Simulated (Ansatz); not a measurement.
# Lattice dynamics of HfRu (Pm-3m), part 2 of 3

Wanted: phonon frequencies of HfRu (Pm-3m) and what follows from them.

Ansatz 0.2.0; DFT PBEsol, scalar-relativistic, plane waves, PAW; PAW set soft_1.

So far. Step 3 (Tight relaxation): The forces vanish by symmetry and the pressure is 0.000 GPa, within the tolerances set. The cell now holds 16.52 Å³/atom. The relaxed cell has a = 3.209 Å (conventional setting).

## (4) Zone-centre response

The zone centre comes first: it holds the modes that light can see, as far as symmetry allows. No field response is asked, since the mesh shows no gap.

input.yaml reads:

```yaml
crystal:
  lattice:
    - [3.2085981561, 0.0, 0.0]
    - [0.0, 3.2085981561, 0.0]
    - [0.0, 0.0, 3.2085981561]
  atoms:
    - { symbol: Hf, position: [0.0, 0.0, 0.0] }
    - { symbol: Ru, position: [0.5, 0.5, 0.5] }
kpoints:
  mp_grid: { grid: [16, 16, 16] }
hamiltonian:
  xc: pbesol
  pseudopotentials: { kind: paw, azcp: { folder: soft_1 }, xc_functional: pbe }
scf:
  occupations: { method: methfessel_paxton, width: 0.2 }
output:
  eigenvalues: true
phonons:
  method: dfpt
```

The run is started by

```bash
$ ansatz run input.yaml --threads 4 --pin off --max-ram 10240MiB --backend cpu --events-out ev --progress --plain --runs-dir out
```

Numbers of over 12 decimals in the logs are rounded to 6 here.

The log of the run:

```text
[...]
Crystal: 2 atoms, lattice volume = 33.033 Å³
Basis set: ecut = 420 eV, 619 PW (Γ), exchange–correlation on 48×48×48 points (8 copies of the dense FFT grid, shifted against one another)
Bands: 26, of which v1, the nominal top of the filled ones, is band 21 counted from 1 (20 counted from 0)
Symmetry: 48 space group operations
k-points: 405 of 4096 (irreducible under 8 space group operations, time reversal used)
[...]
SCF iter   1: F=—  HF=-21424.068285 eV  |F-HF|=—  |Δ(HF+E_count)|=         —  Δρ=3.08e-1  dr2=5.54e1  ethr=3.10e-3  ⟨swp⟩=4.9  Hψ=40654  notcnv=0
[...]
SCF iter  12: F=-21416.867424 eV  HF=-21416.867424 eV  |F-HF|=3.64e-12  |Δ(HF+E_count)|=  3.64e-12  S|Δr|=    0.00e0  Δρ=8.05e-8  dr2=2.68e-12  ethr=1.00e-12  ⟨swp⟩=8.5  Hψ=58746  notcnv=0
SCF 1 converged in 12 iterations: F = -21416.867424 eV  dr2 = 2.68e-12
[...]
DFPT response loops at Γ: preconditioner auto → Kerker (q_TF=auto, 2.840 Å⁻¹) (partly filled bands, converged f_vac=0.000); β = 1.00, the filter's whole step (`scf.mixing.beta` (0.50) is not read by the response loops under this deck's `scf.mixing.preconditioner`; to damp them name `kerker` or `kerker_dos`, under which they read `scf.mixing.beta`, and type it under 1.00, their step now; both keys bind the ground state too); Broyden in place of MSR1
SCF converged after 12 iterations
[...]
Free energy (F): -21416.867424 eV
[...]
Internal energy: -21416.867422 eV  (E = F + TS)
E sigma→0 (E₀):  -21416.867424 eV
Entropy (-TS):   -0.000002 eV (-0.001 meV/atom)
Fermi energy:    21.943792 eV
[...]
--- Band table (eV; the first three rows and the last of 405) ---
  k-point 0: bands = [... 17 lower, 16.8328, 20.2562, 20.2562, 20.2562, 24.0603, 24.0603, 27.7495, 27.7495, ... 1 higher]
  k-point 1: bands = [... 17 lower, 16.8991, 20.2465, 20.2465, 20.2808, 23.9583, 24.0947, 27.3399, 27.3399, ... 1 higher]
  k-point 2: bands = [... 17 lower, 17.0890, 20.2208, 20.2208, 20.3523, 23.6669, 24.1845, 26.5346, 26.5346, ... 1 higher]
  k-point 404: bands = [... 17 lower, 18.9179, 20.0501, 20.0501, 20.0501, 22.0291, 22.0291, 28.3648, 28.3648, ... 1 higher]
--- Phonons (Γ-DFPT): 2 representative perturbations + reference, on 405 of 4096 k-points (Σ response iterations 6) ---
  k mesh reduced under 8 symmetry operations, with k and −k counted as one. Each operation leaves every solved perturbation unchanged. A smaller set is not used because it would not reduce the number of displacements times k-points to solve
  ASR residual: 8.901e-5 → 0.000e0 eV/Å²; symmetrization residual: 1.738e-5 eV/Å²
  ASR residual per site (eV/Å²): 3.59e-5 8.90e-5
  Γ frequencies (cm⁻¹): 0.00 0.00 0.00 171.53 171.53 171.53
  non-analytic LO–TO correction: not included (Born effective charges unavailable; polar crystals: no LO–TO splitting at Γ)
```

The job ended after 30 s (4 threads of Arm Neoverse V1, shared host; peak memory 1.2 GiB).

The column dr2 measures how far the density is from self-consistency, as an energy; F and HF (Harris–Foulkes) agree once it is small.

Numbers from this step:

```yaml
sum_rule_residual_before_enforcement: 8.90e-5 eV/Å²
point_group: m-3m
highest_optical_mode_at_the_zone_centre_no_lo_to_term: 171.5 cm⁻¹
lowest_optical_zone_centre_mode: 171.5 cm⁻¹
```

Patterns of degenerate modes are one choice out of their space. Modes at Γ, with each element's share of the kinetic energy:

```
mode  frequency (cm⁻¹)  symmetry  Hf %  Ru %
   1               0.0  acoustic    64    36
   2               0.0  acoustic    64    36
   3               0.0  acoustic    64    36
   4             171.5       T1u    36    64
   5             171.5       T1u    36    64
   6             171.5       T1u    36    64
```

Displacements in mode 6 (171.5 cm⁻¹), the largest set to 1:
```
Hf1  0.00 -0.57  0.13
Ru2  0.00  1.00 -0.23
```

Before it was imposed, the acoustic sum rule was missed by 8.9e-5 eV/Å². Small misses are needed for a sound result but don't prove that mesh and cutoff are converged. The lowest optical mode is real, 172 cm⁻¹.

## (5) Response at finite wavevector

Stability and thermal properties need the whole zone. Linear response on a 4×4×4 q mesh gives force constants as far as a supercell of that size would.

input.yaml: that of step 4 with these lines changed.

```diff
@@ -19 +19,8 @@
   method: dfpt
+  qmesh: [4, 4, 4]
+  temperatures: { t_max: 1000, t_step: 50 }
+  qpath:
+    path:
+      - [[0.0, 0.0, 0.0], [0.0, 0.5, 0.0], [0.5, 0.5, 0.0], [0.0, 0.0, 0.0], [0.5, 0.5, 0.5], [0.0, 0.5, 0.0]]
+      - [[0.5, 0.5, 0.5], [0.5, 0.5, 0.0]]
+    npoints: 10
```

The log of the run:

```text
[...]
Crystal: 2 atoms, lattice volume = 33.033 Å³
Basis set: ecut = 420 eV, 619 PW (Γ), exchange–correlation on 48×48×48 points (8 copies of the dense FFT grid, shifted against one another)
Bands: 26, of which v1, the nominal top of the filled ones, is band 21 counted from 1 (20 counted from 0)
Symmetry: 48 space group operations
k-points: 165 of 4096
[...]
SCF iter   1: F=—  HF=-21424.068332 eV  |F-HF|=—  |Δ(HF+E_count)|=         —  Δρ=3.08e-1  dr2=5.54e1  ethr=3.10e-3  ⟨swp⟩=4.8  Hψ=16482  notcnv=0
[...]
SCF iter  12: F=-21416.867424 eV  HF=-21416.867424 eV  |F-HF|=7.28e-12  |Δ(HF+E_count)|=    0.00e0  S|Δr|=    0.00e0  Δρ=8.15e-8  dr2=2.71e-12  ethr=1.00e-12  ⟨swp⟩=8.7  Hψ=23985  notcnv=0
SCF 1 converged in 12 iterations: F = -21416.867424 eV  dr2 = 2.71e-12
[...]
SCF iter   2: F=-21416.867424 eV  HF=-21416.867424 eV  |F-HF|=3.64e-12  |Δ(HF+E_count)|=   1.27e-7  S|Δr|=    0.00e0  Δρ=1.23e-7  dr2=6.89e-12  ethr=1.00e-12  ⟨swp⟩=4.9  Hψ=23637  notcnv=0
SCF 2 converged in 2 iterations: F = -21416.867424 eV  dr2 = 6.89e-12
phonons: the bands overlap, so this run is a metal and interpolates without the dipole-dipole term. If the crystal is really an insulator or semiconductor, its LO-TO splitting is missing
NSCF: frozen V_eff on 165 k-points
[...]
DFPT response loops at q = (0, 0, 0) (fractional): preconditioner auto → Kerker (q_TF=auto, 2.840 Å⁻¹) (partly filled bands, converged f_vac=0.000); β = 1.00, the filter's whole step (`scf.mixing.beta` (0.50) is not read by the response loops under this deck's `scf.mixing.preconditioner`; to damp them name `kerker` or `kerker_dos`, under which they read `scf.mixing.beta`, and type it under 1.00, their step now; both keys bind the ground state too); Broyden in place of MSR1
[...]
SCF converged after 12 iterations
[...]
Free energy (F): -21416.867424 eV
[...]
Internal energy: -21416.867422 eV  (E = F + TS)
E sigma→0 (E₀):  -21416.867424 eV
Entropy (-TS):   -0.000002 eV (-0.001 meV/atom)
Fermi energy:    21.943792 eV
[...]
--- Band table (eV; the first three rows and the last of 165) ---
  k-point 0: bands = [... 17 lower, 16.8328, 20.2562, 20.2562, 20.2562, 24.0603, 24.0603, 27.7495, 27.7495, ... 1 higher]
  k-point 1: bands = [... 17 lower, 16.8991, 20.2465, 20.2465, 20.2808, 23.9583, 24.0947, 27.3399, 27.3399, ... 1 higher]
  k-point 2: bands = [... 17 lower, 17.0890, 20.2208, 20.2208, 20.3523, 23.6669, 24.1845, 26.5346, 26.5346, ... 1 higher]
  k-point 164: bands = [... 17 lower, 18.9179, 20.0501, 20.0501, 20.0501, 22.0291, 22.0291, 28.3648, 28.3648, ... 1 higher]
--- Phonons (Γ-DFPT): 2 representative perturbations + reference (Σ response iterations 6) ---
  ASR residual: 6.403e-5 → 0.000e0 eV/Å²; symmetrization residual: 6.996e-6 eV/Å²
  ASR residual per site (eV/Å²): 2.50e-6 6.40e-5
  Γ frequencies (cm⁻¹): 0.00 0.00 0.00 171.54 171.54 171.54
--- Phonons (arbitrary-q DFPT): 10 irreducible q on the 4×4×4 mesh ---
  q = [0.0000, 0.0000, 0.0000] (star 1, of the zone-centre solve; hermiticity 2.00e-6, symmetrization 2.95e-12): -0.00 0.00 0.00 171.54 171.54 171.54
  q = [0.0000, 0.0000, 0.2500] (star 6, 4 solved perturbations in 4032 linear systems a pass and spin channel, the states on 1296 of 4096 k-point pairs; hermiticity 9.56e-7, symmetrization 1.51e-12): 61.61 61.61 127.18 166.78 166.78 203.34
[...]
q = [0.0000, 0.2500, -0.5000] (star 12, 6 solved perturbations on 1296 of 4096 k-point pairs; hermiticity 6.55e-7, symmetrization 6.90e-14): 97.57 123.08 166.89 168.26 195.02 205.38
[...]
sum rule: each row above includes the acoustic sum rule's correction from the zone centre's row sums; it moved no ω² by more than (0.42 cm⁻¹)²
  mesh force constants: q→R imaginary residual 1.20e-18; ASR residual 6.403e-5 → 0.000e0 eV/Å²; symmetrization residual 1.243e-14 eV/Å²
  interpolated dispersion: 62 rows × 6 modes
  density of states and harmonic sums: on the 20×20×20 q-mesh, interpolated from the force constants of a 4×4×4 supercell (no non-analytic term)
  largest difference from the sums on the solved wave vectors: F 1.22e-2 eV, S 1.62e-5 and C_V 4.01e-6 eV/K
  zero-point energy: 0.058398 eV/cell   skipped modes (ω ≤ 0): 3   left out of the sums: 6.25e-5 of the cell's modes: C_V's classical limit lies that fraction below 3 k_B per atom; for a crystal, a wire or a layer, F and S can be off by more, and a phonons.interpolated_qmesh denser along its periods is the remedy for the sampling
```

Run time: 17 min. Hardware: 4 threads; peak memory 4.8 GiB.

Numbers from this step:

- sum-rule residual before enforcement: 6.40e-5 eV/Å²
- lowest frequency on the path: 0 cm⁻¹
- highest frequency on the path or at a solved wavevector: 215.8 cm⁻¹
- mean frequency: 157 cm⁻¹
- Debye temperature (second moment): 302 K
- logarithmic mean frequency: 150.1 cm⁻¹
- lowest mode on the q mesh (acoustic modes at Γ apart): 61.61 cm⁻¹
- zero-point energy per atom: 29.2 meV
- heat capacity at 300 K: 23.73 J/(mol atoms K)
- vibrational entropy at 300 K: 33.77 J/(mol atoms K)

Frequencies (cm⁻¹) solved at each irreducible wavevector; negative means imaginary. Frequencies by wavevector, by row:

```
q in reciprocal lattice units  star  mode 1  mode 2  mode 3  mode 4  mode 5  mode 6
                        0 0 0     1       0       0       0   171.5   171.5   171.5
                     0 0 0.25     6    61.6    61.6   127.2   166.8   166.8   203.3
                     0 0 -0.5     3    90.3    90.3   165.2   165.2   207.4   207.9
                  0 0.25 0.25    12    81.7   100.9   151.3     167   189.3   196.5
                  0 0.25 -0.5    12    97.6   123.1   166.9   168.3     195   205.4
                  0 -0.5 -0.5     3     103   147.4   147.4     162   208.9   208.9
               0.25 0.25 0.25     8   117.1   117.1   151.1   188.8   188.8   194.9
               0.25 0.25 -0.5    12   127.9   130.5   163.4   187.9     192     204
               0.25 -0.5 -0.5     6   133.3   154.5   154.5   191.4   207.3   207.3
               -0.5 -0.5 -0.5     1   160.7   160.7   160.7   211.2   211.2   211.2
```

Interpolated from a 4×4×4 q mesh. Phonon branches along the path, in cm⁻¹:

```
    point  branch 1  branch 2  branch 3  branch 4  branch 5  branch 6
        Γ         0         0         0       172       172       172
  halfway        62        62       127       167       167       203
        X        90        90       165       165       207       208
  halfway        98       123       167       168       195       205
        M       103       147       147       162       209       209
  halfway        82       101       151       167       189       196
        Γ         0         0         0       172       172       172
  halfway       117       117       151       189       189       195
        R       161       161       161       211       211       211
  halfway       128       130       163       188       192       204
        X        90        90       165       165       207       208
jump to R       161       161       161       211       211       211
  halfway       133       154       154       191       207       207
        M       103       147       147       162       209       209
```

The phonon branches as a text plot (rows in cm⁻¹):

```
    211 |    *****    ***                    *****      *********
    202 |   *  * ******  **              ****    ********  **
    193 |          **      ****        ****        ****      *
    184 |  *                  ***   *****           **
    175 |**                    ********               *       *
    166 | ***********************                   ******     **
    157 |            *   *                  ********      ****
    148 |    *        ***    *          ****      *        *  ***
    139 |            **  *             *           *        *
    130 |   *       *     *   *          **         *        *
    121 |                            ** *            *
    112 |          *       **                         *       **
    103 |         * ******   * *                      **        *
     94 |       ****      ***          *               ***
     85 |      *             **     *
     76 |  *  *                      **
     67 |    *                ***
     58 |   *
     49 | *                    *    *
     40 |  *                    *  *
     31 |                       **
     22 |**                      * *
     13 |*                       *
      4 |                         *
         Γ      X      M          Γ            R        X|R     M
```

The phonon density of states has structure finer than the step of the table below, so its rows give means over 10 cm⁻¹, whole bins alone (the curve runs from 1 to 217 cm⁻¹). Peaks (cm⁻¹: height): 157.0: 0.0705, 167.0: 0.139, 205.0: 0.166.

Tetrahedra on a 20×20×20 mesh, mean over bins of 2 cm-1. Interpolated from a 4×4×4 q mesh. The phonon density of states by wavenumber; means over each step:

```
wavenumber (cm⁻¹)  phonon density of states (1/cm⁻¹/cell)
               10                                  9.5e-5
               20                                  4.8e-4
               30                                 0.00119
               40                                 0.00215
               50                                 0.00348
               60                                 0.00533
               70                                 0.00807
               80                                  0.0128
               90                                  0.0251
              100                                  0.0354
              110                                  0.0285
              120                                  0.0252
              130                                  0.0243
              140                                  0.0246
              150                                  0.0307
              160                                  0.0550
              170                                  0.0869
              180                                  0.0407
              190                                  0.0504
              200                                  0.0893
              210                                  0.0502
```

The partial phonon density of states has structure finer than the step of the table below, so its rows give means over 10 cm⁻¹, whole bins alone (the curve runs from -10 to 232 cm⁻¹). Peaks (cm⁻¹: height): Hf 101.1: 0.034, 157.4: 0.0524, 204.6: 0.0152; Ru 168.1: 0.0871, 180.3: 0.0412, 204.6: 0.110.

Phonopy on the run's constants, 17x17x17 mesh, Gaussian sigma 2.0 cm-1. Interpolated from a 4×4×4 q mesh. Table of partial phonon density of states by wavenumber; means over each step; values in 1/cm⁻¹/cell:

```
wavenumber (cm⁻¹)       Hf       Ru
                0   3.6e-5   2.1e-5
               10   8.4e-5   4.8e-5
               20   3.1e-4   1.7e-4
               30   8.4e-4   4.5e-4
               40  0.00148   7.6e-4
               50  0.00248  0.00118
               60  0.00374  0.00156
               70  0.00612  0.00221
               80   0.0101  0.00263
               90   0.0218  0.00308
              100   0.0319  0.00313
              110   0.0253  0.00276
              120   0.0222  0.00294
              130   0.0214  0.00294
              140   0.0210  0.00268
              150   0.0302  0.00412
              160   0.0406   0.0148
              170   0.0183   0.0665
              180  0.00701   0.0322
              190   0.0129   0.0379
              200   0.0140   0.0742
              210  0.00793   0.0432
              220   3.0e-4   4.6e-4
```

Second derivatives of the energy by pair, one row for each kind of neighbour of each atom listed. Each entry sums the pair over the periodic images of the supercell that the q mesh stands for, and in a polar crystal it holds the long-range dipole part too. Force constants by pair, by row:

```
atom  neighbour  distance (Å)  third of the trace (eV/Å²)  along the pair's line (eV/Å²)
 Hf1     itself             0                       12.84                              –
 Hf1         Ru         2.779                      -0.989                         -1.931
 Hf1         Hf         3.209                      -0.638                         -3.256
 Hf1         Hf         4.538                     -0.0692                        -0.6264
 Hf1         Ru         5.321                       0.033                         0.0893
 Hf1         Hf         5.557                     -0.1386                        -0.3792
 Hf1         Hf         6.417                      0.0043                         0.0189
 Hf1         Ru         6.993                      0.0047                         0.0211
 Hf1         Hf         7.175                     -0.0102                         -0.005
 Ru2     itself             0                       12.34                              –
 Ru2         Hf         2.779                      -0.989                         -1.931
 Ru2         Ru         3.209                     -0.6655                          -1.49
 Ru2         Ru         4.538                     -0.0605                        -0.2907
 Ru2         Hf         5.321                       0.033                         0.0893
 Ru2         Ru         5.557                     -0.0997                        -0.3132
 Ru2         Ru         6.417                     -0.0105                        -0.1403
 Ru2         Hf         6.993                      0.0047                         0.0211
 Ru2         Ru         7.175                     -0.0058                        -0.0138
```

(Part 2 of 3 ends here.)

[Logs are printed without paths, hosts, clocks, repeated set-up lines and the standing remarks that a program may print on its own settings, such as how far it seeks lower states.]

[Hosts, paths, dates, database ids (printed as entryN), source tags and the programs' standing remarks are cut or masked in the printed files.]
